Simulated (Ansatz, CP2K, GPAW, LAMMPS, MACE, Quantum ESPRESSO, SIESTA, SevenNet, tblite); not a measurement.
# Codes compared on liquid Ge at 2600 K (66 atoms)

Aim: run liquid Ge at 2600 K (66 atoms) in several programs and set results and cost side by side. A plane-wave run serves as the reference.

Main program and level: Ansatz 0.2.0; Kohn-Sham DFT, PBE, PAW, plane waves.

## 1. The structure

The cell holds 66 atoms: 66 Ge. Its edges and angles: a = 11.473 Å, b = 11.473 Å, c = 11.473 Å, α = 90.0°, β = 90.0°, γ = 90.0°. 66 atoms (66 Ge) placed at random at 5.27 g/cm³, melted at 3500 K for 10 ps at fixed volume with the Tersoff potential (Tersoff, Phys. Rev. B 39, 5566 (1989)). Snapshot at the end of a hold of 5 ps at 2600 K and fixed volume.

## 2. The reference run

The PAW files are the set soft_2.

Input file input.yaml:

```yaml
crystal:
  lattice:
    - [11.4729, 0.0, 0.0]
    - [0.0, 11.4729, 0.0]
    - [0.0, 0.0, 11.4729]
  atoms:
    - { symbol: Ge, position: [0.03861, 0.7438, 0.99419] }
    - { symbol: Ge, position: [0.26621, 0.05487, 0.44122] }
    - { symbol: Ge, position: [0.11753, 0.59678, 0.11592] }
    - { symbol: Ge, position: [0.62845, 0.64248, 0.48673] }
    [... 56 atom lines left out ...]
    - { symbol: Ge, position: [0.86165, 0.20446, 0.50187] }
    - { symbol: Ge, position: [0.08613, 0.13343, 0.55796] }
    - { symbol: Ge, position: [0.77129, 0.61448, 0.64285] }
    - { symbol: Ge, position: [0.69716, 0.9565, 0.14446] }
    - { symbol: Ge, position: [0.80169, 0.17951, 0.30231] }
    - { symbol: Ge, position: [0.17246, 0.95753, 0.27342] }
kpoints:
  mp_grid: { grid: [1, 1, 1] }
hamiltonian:
  xc: pbe
scf:
  occupations: { method: fermi_dirac, width: 0.05 }
output:
  forces: true
  eigenvalues: true
  populations: true
  stress: true
```

Launch:

```
$ ansatz run input.yaml --threads 4 --pin off --max-ram 8192MiB --backend cpu --events-out ev --progress --plain --runs-dir out
```

Numbers of over 12 decimals in the logs are rounded to 6 here.

Output:

```text
[...]
Pseudopotentials: kind: paw
Pseudopotential: Ge, paw, valence charge 14, recommended cutoff 420 eV (normal), Ge.paw.azcp
[... 5 lines on functional and potentials left out ...]
Crystal: 66 atoms, lattice volume = 1510.148 Å³
Basis set: ecut = 420 eV, 29423 PW (Γ), exchange–correlation on 160×160×160 points (8 copies of the dense FFT grid, shifted against one another)
Bands: 555, of which v1, the nominal top of the filled ones, is band 462 counted from 1 (461 counted from 0)
Symmetry: 1 space group operations
Space group: P1 (ITA 1), of the structure as read, at distance tolerance 1.1e-4 Å
k-points: 1
[... 3 lines on functional and potentials left out ...]
Initial density: superposition of atomic densities (neutral atoms: chi_scale 0, normalization atom), corrected by the library's trained network
Initial wavefunctions: pseudopotential atomic-orbital guess
[...]
SCF iter   1: F=—  HF=-283437.956244 eV  |F-HF|=—  |Δ(HF+E_count)|=         —  Δρ=4.69e-3  dr2=1.03e0  ethr=1.77e-3  ⟨swp⟩=5.0  Hψ=1734  notcnv=0  defer=50
preconditioner: auto → LDOS  [metal: Δε(μ)=0.050 eV  Ē_g=22.017 eV  σ=0.050 eV  W_gap=0.24  n_scr=436 (ndim 8)  ℏωp=29.0 eV  f_vac=0.060  D(μ)=27.98/eV (n_scr^D=170)  β→1.0]
[...]
SCF iter   9: F=—  HF=-283437.782347 eV  |F-HF|=—  |Δ(HF+E_count)|=   8.67e-9  Δρ=1.71e-6  dr2=1.29e-7  ethr=8.29e-11  ⟨swp⟩=2.0  Hψ=949  notcnv=0  defer=68
SCF iter  10: F=-283437.782347 eV  HF=-283437.782347 eV  |F-HF|=1.00e-8  |Δ(HF+E_count)|=   7.28e-9  Δρ=6.36e-7  dr2=1.69e-8  ethr=1.08e-11  ⟨swp⟩=8.0  Hψ=2136  notcnv=0
SCF 1 converged in 10 iterations: F = -283437.782347 eV  dr2 = 1.69e-8
[...]
SCF converged after 10 iterations
Free energy (F): -283437.782347 eV
Harris-Foulkes:  -283437.782347 eV  (|F-HF|=1.00e-8)
Internal energy: -283437.534356 eV  (E = F + TS)
E sigma→0 (E₀):  -283437.658351 eV
Entropy (-TS):   -0.247991 eV (-3.757 meV/atom)
Fermi energy:    8.203432 eV
--- Per-component energies (eV) ---
[...]
Σ components = -283437.782347   (vs F -283437.782347, Δ=0.00e0)
--- Forces (eV/Å), atoms counted from 1 ---
  atom   1  Ge     0.80473905     1.32370525     1.97385120
  atom   2  Ge     0.52794944     0.09013102     0.31130730
  atom   3  Ge     0.49987508    -0.31405434     1.34763749
  atom   4  Ge     0.64422673     0.74704465    -0.16070488
[...]
atom  66  Ge    -0.33270668    -0.40320701     0.60654878
  max |Σ_I F_I| component: 1.28e-5 eV/Å
--- Stress (GPa, compression-positive) ---
        5.415039      -0.211616       0.335802
       -0.211616       3.485012       1.169947
        0.335802       1.169947       5.142134
  P = ⅓ Tr σ = 4.6807 GPa (46.807 kbar)
--- Band table (eV) ---
  k-point 0: bands = ["-16.7124", "-16.7070", "-16.6994", "-16.6803", [... 539 levels ...], "13.1979", "13.2882", "13.3272", "13.3747", "13.4322", "13.4979", "13.5181", "13.5914", "13.6586", "13.6755", "13.7080", "13.8252"]
--- Löwdin populations: 66 sites ---
  site symbol       q [e]
     0     Ge     13.9724
     1     Ge     13.9754
     2     Ge     14.0045
[...]
65     Ge     14.0004
  spilling = 0.001961 (of n_electrons = 924.000000)
```

It took 46 s on 4 threads of Arm Neoverse V1, shared host; peak memory 2.3 GiB.

In the SCF lines HF is the Harris–Foulkes energy and dr2 the Hartree energy of the density residual, in eV; the loop may stop once dr2 is under the threshold and the program's other checks hold. Hψ counts applications of the Hamiltonian.

The run gave:

- free energy: -283437.7823 eV
- free energy per atom: -4294.5119 eV/atom
- SCF cycles: 10
- pressure: 4.681 GPa
- r.m.s. force component: 0.9003 eV/Å
- longest force: 3.66 eV/Å
- Fermi energy: 8.203 eV
- levels partly filled by over 2 per cent: 6
- spilling of the projection: 0.001961

Neighbours are counted within 3.02 Å (Ge-Ge).

Length of the force by element and coordination:

| element | coordination | atoms | mean length of the force (eV/Å) | spread | least | most |
| --- | --- | --- | --- | --- | --- | --- |
| Ge | all | 66 | 1.36 | 0.757 | 0.181 | 3.66 |
| Ge | 3 | 3 | 0.995 | 0.0747 | 0.930 | 1.1 |
| Ge | 4 | 43 | 1.39 | 0.784 | 0.325 | 3.66 |
| Ge | 5 | 17 | 1.36 | 0.782 | 0.181 | 3.42 |
| Ge | 6 | 3 | 1.40 | 0.418 | 0.819 | 1.80 |

The mean of these charges, 0.027 e, is only the charge that the projection spills.

Löwdin charges by element and coordination (they lack the spilled electrons, 0.027 e an atom on average):

| element | coordination | atoms | mean charge (e) | spread | least | most |
| --- | --- | --- | --- | --- | --- | --- |
| Ge | all | 66 | 0.0275 | 0.0346 | -0.0455 | 0.105 |
| Ge | 3 | 3 | 0.0188 | 0.0227 | -0.0133 | 0.0349 |
| Ge | 4 | 43 | 0.0342 | 0.0322 | -0.0247 | 0.105 |
| Ge | 5 | 17 | 0.0141 | 0.035 | -0.0413 | 0.0787 |
| Ge | 6 | 3 | 0.0149 | 0.0451 | -0.0455 | 0.0628 |

The levels nearest the highest filled one (over half full), pooled over k-points and spins:

| level less the highest filled one (eV) | occupation |
| --- | --- |
| -0.265 | 2.00 |
| -0.237 | 1.99 |
| -0.151 | 1.95 |
| -0.107 | 1.89 |
| -0.0723 | 1.79 |
| 0 | 1.33 |
| 0.0555 | 0.793 |
| 0.138 | 0.225 |
| 0.262 | 0.021 |
| 0.290 | 0.012 |
| 0.386 | 0.002 |
| 0.458 | 0 |

## 3. Structure statistics

Density 5.27 g/cm³, 22.88 Å³ an atom.

Pair distribution function in bins of 0.2 Å:

| r (Å) | total |
| --- | --- |
| 2.10 | 0.06 |
| 2.30 | 0.87 |
| 2.50 | 2.83 |
| 2.70 | 1.65 |
| 2.90 | 0.57 |
| 3.10 | 0.34 |
| 3.30 | 0.50 |
| 3.50 | 0.95 |
| 3.70 | 1.34 |
| 3.90 | 1.11 |
| 4.10 | 1.34 |
| 4.30 | 1.33 |
| 4.50 | 1.23 |
| 4.70 | 0.85 |
| 4.90 | 0.80 |
| 5.10 | 0.78 |
| 5.30 | 0.86 |
| 5.50 | 0.94 |

Bonds by pair of elements; cutoffs follow the first minimum of g(r), held within bounds set by covalent radii, and pairs that aren't listed don't count as bonded:

| pair A-B | cutoff (Å) | bonds | mean length (Å) | spread (Å) | shortest (Å) | B about A | A about B |
| --- | --- | --- | --- | --- | --- | --- | --- |
| Ge-Ge | 3.02 | 142 | 2.58 | 0.168 | 2.17 | 4.30 | 4.30 |

How many atoms have how many bonded neighbours:

| element | mean | 3 | 4 | 5 | 6 |
| --- | --- | --- | --- | --- | --- |
| Ge | 4.30 | 3 | 43 | 17 | 3 |

Rings of the network by King's shortest-path rule, up to 12 atoms, one path for each pair of neighbours; H, halogens, alkali and alkaline-earth atoms are left out, and the last column divides by all other atoms, bonded or not:

| ring size (atoms) | rings | per network atom |
| --- | --- | --- |
| 3 | 5 | 0.076 |
| 4 | 18 | 0.273 |
| 5 | 46 | 0.697 |
| 6 | 53 | 0.803 |
| 7 | 46 | 0.697 |
| 8 | 9 | 0.136 |

## 4. What was run beside it

The programs:
- CP2K 2026.2: Gaussian basis with GTH pseudopotentials and a plane-wave density; labels give functional, basis (MOLOPT sets; SR short-range, UZH the newer set with its own potentials), grid cutoff/relative cutoff and solver (OT: orbital transformation; TRS4, TC2, SIGN: linear-scaling purification with its sparsity filter), or its built-in tight binding.
- GPAW 26.7.0: PAW with atomic orbitals (LCAO), plane waves or a real-space grid of spacing h.
- MACE: machine-learned potential, published weights.
- Quantum ESPRESSO 7.5: plane waves; labels (QE) give functional, pseudopotential set and cutoffs of waves/density.
- SIESTA 5.4.2: numerical atomic orbitals, whose automatically made sets are far from complete, with PseudoDojo norm-conserving potentials that we converted to its format (checked against plane waves on the same files for H, C, O, Si, Ge and Ca alone); labels give functional, basis size, energy shift and mesh cutoff.
- SevenNet: machine-learned potential, published weights.
- tblite 0.8.0: extended tight binding, driven from Python.

All use the same cell and atoms; the electronic-structure runs use the same k-mesh, and an electronic temperature of 580 K (0.05 eV) where levels are smeared.

Differences are against the plane-wave reference, forces as r.m.s. over components; share is that over the reference's r.m.s. force, slope the least-squares factor from reference forces to these. Total energies of different programs have different zeros and aren't compared.

| run | Δ force, r.m.s. (meV/Å) | share (%) | slope | Δ pressure (GPa) | cores | CPU time | memory (GiB) |
| --- | --- | --- | --- | --- | --- | --- | --- |
| reference | - | - | - | - | 4 | 2.7 min | 2.3 |
| CP2K PBE+D3(BJ), DZVP-UZH, 350/50 Ry, diagonalisation | 103 | 11.5 | 0.955 | -0.579 | 2 | 2.7 min | 2.2 |
| CP2K PBE, DZVP-UZH, 122/50 Ry, diagonalisation (coarse) | 39.1 | 4.35 | 0.992 | 0.698 | 2 | 1.7 min | 0.79 |
| CP2K PBE, DZVP-UZH, 175/50 Ry, diagonalisation (coarse) | 39.2 | 4.36 | 0.992 | 0.698 | 2 | 1.9 min | 1.1 |
| CP2K PBE, DZVP-UZH, 350/50 Ry, diagonalisation | 39.2 | 4.36 | 0.992 | 0.698 | 2 | 2.6 min | 2.2 |
| CP2K PBE, DZVP-UZH, 350/70 Ry, diagonalisation | 39.2 | 4.36 | 0.992 | 0.698 | 2 | 3.4 min | 2.2 |
| CP2K PBE, TZV2P-UZH, 350/50 Ry, diagonalisation | 23.4 | 2.60 | 0.994 | 0.403 | 4 | 7.9 min | 5.0 |
| CP2K PBE, TZVP-UZH, 350/50 Ry, diagonalisation | 35.1 | 3.90 | 0.999 | 0.479 | 4 | 3 min | 3.9 |
| CP2K RPBE, PBE potentials, DZVP-UZH, 350/50 Ry, diagonalisation | 41.3 | 4.59 | 0.988 | 1.07 | 2 | 2.6 min | 2.2 |
| CP2K r2SCAN, SCAN potentials, DZVP-UZH(SCAN), 600/50 Ry, diagonalisation | 241 | 26.8 | 0.855 | -5.16 | 2 | 8.6 min | 4.8 |
| GPAW PBE, LCAO dzp, h 0.2 Å | 99.8 | 11.1 | 1.092 | - | 1 | 4.3 min | 1.4 |
| GPAW PBE, LCAO dzp, h 0.2 Å, other mixer settings | 99.7 | 11.1 | 1.092 | - | 1 | 5.2 min | 1.3 |
| GPAW PBE, LCAO sz(dzp), h 0.2 Å (coarse) | 333 | 37.0 | 1.303 | - | 1 | 70 s | 1.0 |
| MACE MPA-0 medium potential | 207 | 23.0 | 0.973 | -0.978 | 1 | 8.4 s | 0.79 |
| QE PBE, sssp-1.3.0-efficiency, 45/360 Ry | 2.83 | 0.314 | 0.998 | -0.217 | 4 | 17 min | 4.6 |
| SIESTA PBE, TZP, shift 0.01 Ry, mesh 300 Ry | 157 | 17.5 | 1.109 | 1.73 | 2 | 8.4 min | 1.8 |
| SevenNet 0 potential | 234 | 25.9 | 0.914 | -1.52 | 1 | 8.2 s | 0.7 |
| SevenNet l3i5 potential | 236 | 26.2 | 0.937 | -1.61 | 1 | 10 s | 0.97 |
| tblite GFN1-xTB | 329 | 36.5 | 0.855 | 0.247 | 1 | 7.5 s | 0.14 |

Rows marked coarse were listed beforehand as settings not expected to be converged; some can still land near the reference.

Times of the machine-learned potentials are mostly Python's start and the loading of weights.

CPU time is summed over cores on a shared host, where runs went side by side, so it is rough. Symmetry, cutoffs, thresholds, outputs and thread counts weren't matched or tuned between programs; memory under MPI is the largest rank's times the ranks.

Runs without a result: CP2K GFN1-xTB, diagonalisation (not converged).

Within one program, basis, potentials and functional, energies share a zero. Each run against its twin at the usual cutoff or grid and solver:

| run | twin | Δ energy (meV/atom) | Δ force, r.m.s. (meV/Å) | CPU time over the twin's |
| --- | --- | --- | --- | --- |
| CP2K PBE, DZVP-UZH, 122/50 Ry, diagonalisation | DZVP-UZH, 350/50 Ry, diagonalisation | 0.0092 | 0.773 | 0.65 |
| CP2K PBE, DZVP-UZH, 175/50 Ry, diagonalisation | DZVP-UZH, 350/50 Ry, diagonalisation | 6.0e-4 | 0.128 | 0.75 |
| CP2K PBE, DZVP-UZH, 350/70 Ry, diagonalisation | DZVP-UZH, 350/50 Ry, diagonalisation | 0 | 0 | 1.3 |
| GPAW PBE, LCAO dzp, h 0.2 Å, other mixer settings | LCAO dzp, h 0.2 Å | 0 | 1.54 | 1.2 |

## 5. What came out

| Property | Result |
| --- | --- |
| reference r.m.s. force component | 0.900 eV/Å |
| nearest in forces | QE PBE, sssp-1.3.0-efficiency, 45/360 Ry, 0.31 % |
| farthest in forces | a tie at 37 % of 2 runs: GPAW PBE, LCAO sz(dzp), h 0.2 Å (coarse); tblite GFN1-xTB |
| cheapest electronic-structure run beside the reference | tblite GFN1-xTB, 7.5 s of CPU time |

PBE on plane waves or a grid with other potentials, cutoffs or grids, coarse settings apart, differs from the reference by 0.31 % (QE PBE, sssp-1.3.0-efficiency, 45/360 Ry) of the r.m.s. force; this holds the reference's own error, so differences of a few per cent don't tell which side is nearer the exact PBE result (QE's 45 Ry are 612 eV, against the reference's 420 eV). The PBE runs in local orbitals, coarse settings apart, differ by 2.6 % (CP2K PBE, TZV2P-UZH, 350/50 Ry, diagonalisation) to 17 % (SIESTA PBE, TZP, shift 0.01 Ry, mesh 300 Ry); basis, grid and potentials can all enter. Tight binding differs by 37 % (tblite GFN1-xTB); it is another model, with fitted parameters of its own, and the xTB methods hold dispersion. Machine-learned potentials differ by 23 % (MACE MPA-0 medium potential) to 26 % (SevenNet l3i5 potential); they were trained on other programs' data. Rows with another functional or a dispersion term differ by 4.6 % (CP2K RPBE, PBE potentials, DZVP-UZH, 350/50 Ry, diagonalisation) to 27 % (CP2K r2SCAN, SCAN potentials, DZVP-UZH(SCAN), 600/50 Ry, diagonalisation), which mixes the change of model with differences of basis and potentials, some of them made for another functional. Runs with settings chosen to be coarse differ by 4.3 % (CP2K PBE, DZVP-UZH, 122/50 Ry, diagonalisation) to 37 % (GPAW PBE, LCAO sz(dzp), h 0.2 Å), their programs' other errors included. Of the electronic-structure runs that take under half the reference's CPU time, tblite GFN1-xTB is among the nearest, at 37 % in 7.5 s against 2.7 min. GPAW PBE, LCAO sz(dzp), h 0.2 Å stiffens the forces by a factor of 1.30 while following their directions (correlation 0.987); the slopes of the 3 GPAW runs lie between 1.09 and 1.30. In pressure, SIESTA PBE, TZP, shift 0.01 Ry, mesh 300 Ry misses by +1.7 GPa, at the same functional. In the reference: 6 levels are partly filled, by over 2 % (at Γ alone): at this level the cell shows no clear gap. In the reference: Löwdin charges run from -0.05 to +0.11 e, about a mean that is the spilled charge alone. Periodic xTB results under one method name differ between programs and library versions. The potentials hold different valence shells: 924 electrons in the reference, 264 in CP2K with TZV2P-UZH and 264 in GPAW; this bears on time and differences. GPAW's setups keep the filled d shell of Ge in the core. The frame stands for 2600 K, but pressures are static and levels are smeared at 580 K, under the temperature of the frame, which matters where levels are partly filled. Machine-learned potentials mimic data converged in k, so the reference's own k-point error enters their differences. The network of bonds at the start is that of the classical potential that made the cell, and needn't be the one that DFT or experiment would give. The electronic-structure runs sample only Γ, in a cell whose shortest periodic width is 11 Å, which is coarse for a cell with partly filled levels.

[Also dropped from logs without a mark: logging warnings of Python, and SIESTA's first energy breakdown and zero terms.]

[Logs are printed without paths, hosts, clocks, repeated set-up lines and the standing remarks that a program may print on its own settings, such as how far it seeks lower states.]

[Hosts, paths, dates, database ids (printed as entryN), source tags and the programs' standing remarks are cut or masked in the printed files.]
